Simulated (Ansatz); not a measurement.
# SiO2 (Cristobalite): converging the G0W0 gap, part 2 of 2

Aim: see how the G0W0 gap of SiO2 (Cristobalite) on PBE moves with empty bands and screening cutoff, and what each rung costs.

Ansatz 0.2.0; G0W0 on PBE, plane waves, PAW; PAW set soft_1. Known limits of the many-body steps: not at the basis limit; coarse k mesh.

So far. Step 4 (947 empty bands, screening to 180 eV): Against the run with 4×4×2 mesh, 440 empty bands, screening to 108 eV, PAW set soft_1 files, the gap moves by +0.21 eV. Step 5 (Changing the k mesh: 2×2×2 mesh, 440 empty bands …): Against the run with 4×4×2 mesh, 440 empty bands, screening to 108 eV, PAW set soft_1 files, the gap moves by +0.02 eV.

The database entry behind the starting cell lists a temperature of 340 K, so it need not match the best structure at ambient conditions.

**6. Changing the frequency model: 4×4×2 mesh, 440 empty bands, screening to 108 eV, plasmon pole, PAW set soft_1 files**

A plasmon pole stands in for the full frequency dependence of the screening; this run shows what that costs in accuracy.

Input file input.yaml:

```yaml
crystal:
  lattice:
    - [4.982, 0.0, 0.0]
    - [0.0, 4.982, 0.0]
    - [0.0, 0.0, 6.963]
  atoms:
    - { symbol: Si, position: [0.29897, 0.29897, 0.0] }
    - { symbol: Si, position: [0.20103, 0.79897, 0.25] }
    - { symbol: Si, position: [0.70103, 0.70103, 0.5] }
    - { symbol: Si, position: [0.79897, 0.20103, 0.75] }
    - { symbol: O, position: [0.23989, 0.10347, 0.17813] }
    - { symbol: O, position: [0.39653, 0.73989, 0.42813] }
    - { symbol: O, position: [0.76011, 0.89653, 0.67813] }
    - { symbol: O, position: [0.60347, 0.26011, 0.92813] }
    - { symbol: O, position: [0.73989, 0.39653, 0.57187] }
    - { symbol: O, position: [0.89653, 0.76011, 0.32187] }
    - { symbol: O, position: [0.26011, 0.60347, 0.07187] }
    - { symbol: O, position: [0.10347, 0.23989, 0.82187] }
kpoints:
  mp_grid: { grid: [4, 4, 2] }
hamiltonian:
  xc: pbe
  pseudopotentials: { kind: paw, azcp: { folder: soft_1 } }
scf:
  occupations: { method: fixed }
gw:
  n_empty_bands: 440
  ecut_chi: 108
  qp_bands: [v4, c4]
  qp_kpoints: band_edges
  screening: { model: godby_needs }
```

Started as:

```console
$ ansatz run input.yaml --threads 3 --pin off --max-ram 92160MiB --backend cuda --events-out ev --progress --plain --runs-dir out --devices 1 --max-vram 13GiB
```

Numbers of over 12 decimals in the logs are rounded to 6 here.

What it wrote:

```text
GPUs: using 1 of 1 available (devices: 1).
[...]
GPU FFT provider: cuFFT
GPU libraries: cuBLAS 13.8.2, cuFFT 12.4.0, cuSOLVER 12.3.4
Crystal: 12 atoms, lattice volume = 172.824 Å³
Basis set: ecut = 420 eV, 3387 PW (Γ)
Bands: 44, of which v1, the nominal top of the filled ones, is band 32 counted from 1 (31 counted from 0)
Symmetry: 8 space group operations
[...]
k-points: 12 of 32
[...]
0    36     10.6182    -7.6367    -3.6486   -13.0111  0.8618    12.3573    12.3440  root
[...]
11    33     10.6186    -6.8570    -3.4041   -11.7556  0.8673    12.1229    12.1132  root
    11    34     10.6186    -6.8570    -3.4041   -11.7556  0.8673    12.1229    12.1132  root
    11    35     10.6186    -6.8570    -3.4041   -11.7556  0.8673    12.1229    12.1132  root
    11    36     10.6186    -6.8570    -3.4041   -11.7556  0.8673    12.1229    12.1132  root
[key lines of the parts left out:]
SCF converged after 8 iterations
Free energy (F): -7096.304376 eV
Fermi energy:    1.321772 eV
```

It took 34 s on 1 × NVIDIA H100 80GB HBM3 (shared by 6 runs) with 3 threads of AMD EPYC 7R13 (Zen 3), shared host; peak memory 2.2 GiB; 54 s of CPU time.

Numbers from this step:

```
bands summed                                 : 472
plasmon-pole fit frequency                   : 22.60 eV
RPA ε∞ on this mesh (eigenvalues)            : 2.160, 2.166, 2.166
plane waves in the screening matrix          : 451
G0W0 gap on the mesh                         : 8.574 eV
k of the valence top                         : 0, 0, 0
k of the conduction bottom                   : 0, 0, 0
starting gap on the mesh                     : 5.765 eV
least direct G0W0 gap on the computed points : 8.574 eV
```

Against the run with 4×4×2 mesh, 440 empty bands, screening to 108 eV, PAW set soft_1 files, the gap moves by −0.03 eV.

**7. Changing the files: 4×4×2 mesh, 440 empty bands, screening to 108 eV, hard PAW files**

Other atomic data (hard PAW) test the pseudisation: the cutoff goes from 420 to 930 eV, with the same valence electrons.

This step: G0W0 on PBE, plane waves, PAW.

input.yaml: that of step 6 with these lines changed.

```diff
@@ -22,3 +22,3 @@
   xc: pbe
-  pseudopotentials: { kind: paw, azcp: { folder: soft_1 } }
+  pseudopotentials: { kind: paw, source: ansatz }
 scf:
@@ -30,2 +30,2 @@
   qp_kpoints: band_edges
-  screening: { model: godby_needs }
+  screening: { model: contour_deformation }
```

What it wrote:

```text
GPUs: using 1 of 1 available (devices: 1).
[...]
GPU FFT provider: cuFFT
GPU libraries: cuBLAS 13.8.2, cuFFT 12.4.0, cuSOLVER 12.3.4
Crystal: 12 atoms, lattice volume = 172.824 Å³
Basis set: ecut = 930 eV, 11163 PW (Γ)
Bands: 44, of which v1, the nominal top of the filled ones, is band 32 counted from 1 (31 counted from 0)
Symmetry: 8 space group operations
[...]
k-points: 12 of 32
[...]
0    36     10.6312    -7.5610    -3.7007   -12.9662  0.8564    12.3545    12.3357  root
[...]
11    33     10.6325    -6.8204    -3.4468   -11.7403  0.8619    12.1191    12.1055  root
    11    34     10.6325    -6.8204    -3.4468   -11.7403  0.8619    12.1191    12.1055  root
    11    35     10.6325    -6.8204    -3.4468   -11.7403  0.8619    12.1191    12.1055  root
    11    36     10.6325    -6.8204    -3.4468   -11.7403  0.8619    12.1191    12.1055  root
[key lines of the parts left out:]
SCF converged after 8 iterations
Free energy (F): -7095.919976 eV
Fermi energy:    1.339024 eV
```

The job ended after 39 s (1 × NVIDIA H100 80GB HBM3 (shared by 6 runs) with 3 threads; peak memory 2.7 GiB).

This step gave:

```
bands summed                                 : 472
RPA ε∞ on this mesh (eigenvalues)            : 2.157, 2.164, 2.164
plane waves in the screening matrix          : 451
G0W0 gap on the mesh                         : 8.626 eV
k of the valence top                         : 0, 0, 0
k of the conduction bottom                   : 0, 0, 0
starting gap on the mesh                     : 5.766 eV
least direct G0W0 gap on the computed points : 8.626 eV
```

Against the run with 4×4×2 mesh, 440 empty bands, screening to 108 eV, PAW set soft_1 files, the gap moves by +0.02 eV.

**8. The runs together**

Times are wall times on 1 × NVIDIA H100 80GB HBM3 (shared by 6 runs) with 3 threads of AMD EPYC 7R13 (Zen 3), shared host, good to a factor of about two.

| mesh | files | frequency | bands summed | cutoff (eV) | start (eV) | G0W0 (eV) | time | host memory (GiB) |
| --- | --- | --- | --- | --- | --- | --- | --- | --- |
| 4×4×2 | PAW set soft_1 | contour deformation | 187 | 54 | 5.765 | 8.451 | 18 s | 1.2 |
| 4×4×2 | PAW set soft_1 | contour deformation | 472 | 108 | 5.765 | 8.602 | 29 s | 1.8 |
| 4×4×2 | PAW set soft_1 | contour deformation | 979 | 180 | 5.765 | 8.810 | 60 s | 3.5 |
| 2×2×2 | PAW set soft_1 | contour deformation | 472 | 108 | 5.764 | 8.623 | 14 s | 1.4 |
| 4×4×2 | PAW set soft_1 | plasmon pole | 472 | 108 | 5.765 | 8.574 | 34 s | 2.2 |
| 4×4×2 | hard PAW | contour deformation | 472 | 108 | 5.766 | 8.626 | 39 s | 2.7 |

How the two edges are built up, in eV (the quasiparticle level is the starting level plus Σx plus Σc less Vxc):

| run | edge | start | Σx | Σc | Vxc | Z | QP |
| --- | --- | --- | --- | --- | --- | --- | --- |
| 187 bands | valence top | 1.32 | -26.84 | 4.39 | -20.93 | 0.82 | -0.20 |
| 187 bands | conduction bottom | 7.09 | -6.53 | -3.06 | -10.75 | 0.88 | 8.25 |
| 472 bands | valence top | 1.32 | -26.84 | 4.17 | -20.93 | 0.81 | -0.41 |
| 472 bands | conduction bottom | 7.09 | -6.53 | -3.12 | -10.75 | 0.88 | 8.19 |
| 979 bands | valence top | 1.32 | -26.84 | 3.92 | -20.93 | 0.81 | -0.66 |
| 979 bands | conduction bottom | 7.09 | -6.53 | -3.16 | -10.75 | 0.87 | 8.15 |

**9. Results**

```json
{"187 bands, 54 eV": "8.451 eV", "472 bands, 108 eV": "8.602 eV", "979 bands, 180 eV": "8.810 eV", "estimated limit in bands and cutoff": "9.00 eV", "mesh and start": "4×4×2, PBE"}
```

**Reading.** A line in one over the bands through the two highest rungs gives 9.00 eV, +0.19 eV from the top rung; the pair below gives 8.70 eV, so the estimate is still climbing. The rungs stand 0.55 eV (187 bands), 0.40 eV (472 bands) and 0.19 eV (979 bands) from it. From 187 to 979 bands the gap moves by +0.36 eV while the time grows 3.4-fold. Σc changes by −0.47 eV at the valence top and −0.11 eV at the conduction bottom, so the valence edge carries most of the change. On the 2×2×2 mesh in place of 4×4×2 the gap differs by +0.02 eV, of which −0.001 eV is already in the start. The plasmon-pole model gives −0.03 eV against contour deformation, 1 % of the correction, and saved no time in this program. Hard PAW files move the gap by +0.02 eV at equal bands and cutoff, +0.001 eV of it in the start. The 4×4×2 mesh is coarse for this cell (its supercell is 14 Å along the shortest edge). The RPA ε∞ on it, from the PBE start, is 2.15; such meshes misread the long-range screening, most where the gap is narrow.

[Paths, hosts, dates, memory and timing lines, banners, echoed tables and standing remarks are left out of the program output.]

[Logs are printed without paths, hosts, clocks, repeated set-up lines and the standing remarks that a program may print on its own settings, such as how far it seeks lower states.]

[Runs of the session that timed out or met a known fault of the program may be left out.]

[Cells called generated may have been cut or substituted from an entry of the Crystallography Open Database or the Materials Project.]

[Hosts, paths, dates, database ids (printed as entryN), source tags and the programs' standing remarks are cut or masked in the printed files.]
